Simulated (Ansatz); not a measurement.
# Reading EPR parameters

A crystal has the composition MH2O2, where M is a 3d element. A calculation (PBE+U, spin-orbit coupling in second variation, Ansatz) gives:

* S: 5/2
* g: ⊥ 2.0021, ∥ 2.0023
* D, with anisotropic exchange: +107 MHz
* moment in its sphere: 4.20 μB

Q: Name the magnetic ion and its oxidation state.

The crystal is MnH2O2 (Pyrochroite), space group P-3m1. The spin sits on Mn, with 6 O at 2.13 Å round it. With the usual charges of the other elements M must be +2. The high-spin ion of that charge with S = 5/2 in this row is Mn²⁺ high-spin d⁵. Low-spin ions are left aside. The shift from the free-electron value is small, as for a half-filled shell without orbital momentum.

[Hosts, paths, dates, database ids (printed as entryN), source tags and the programs' standing remarks are cut or masked in the printed files.]
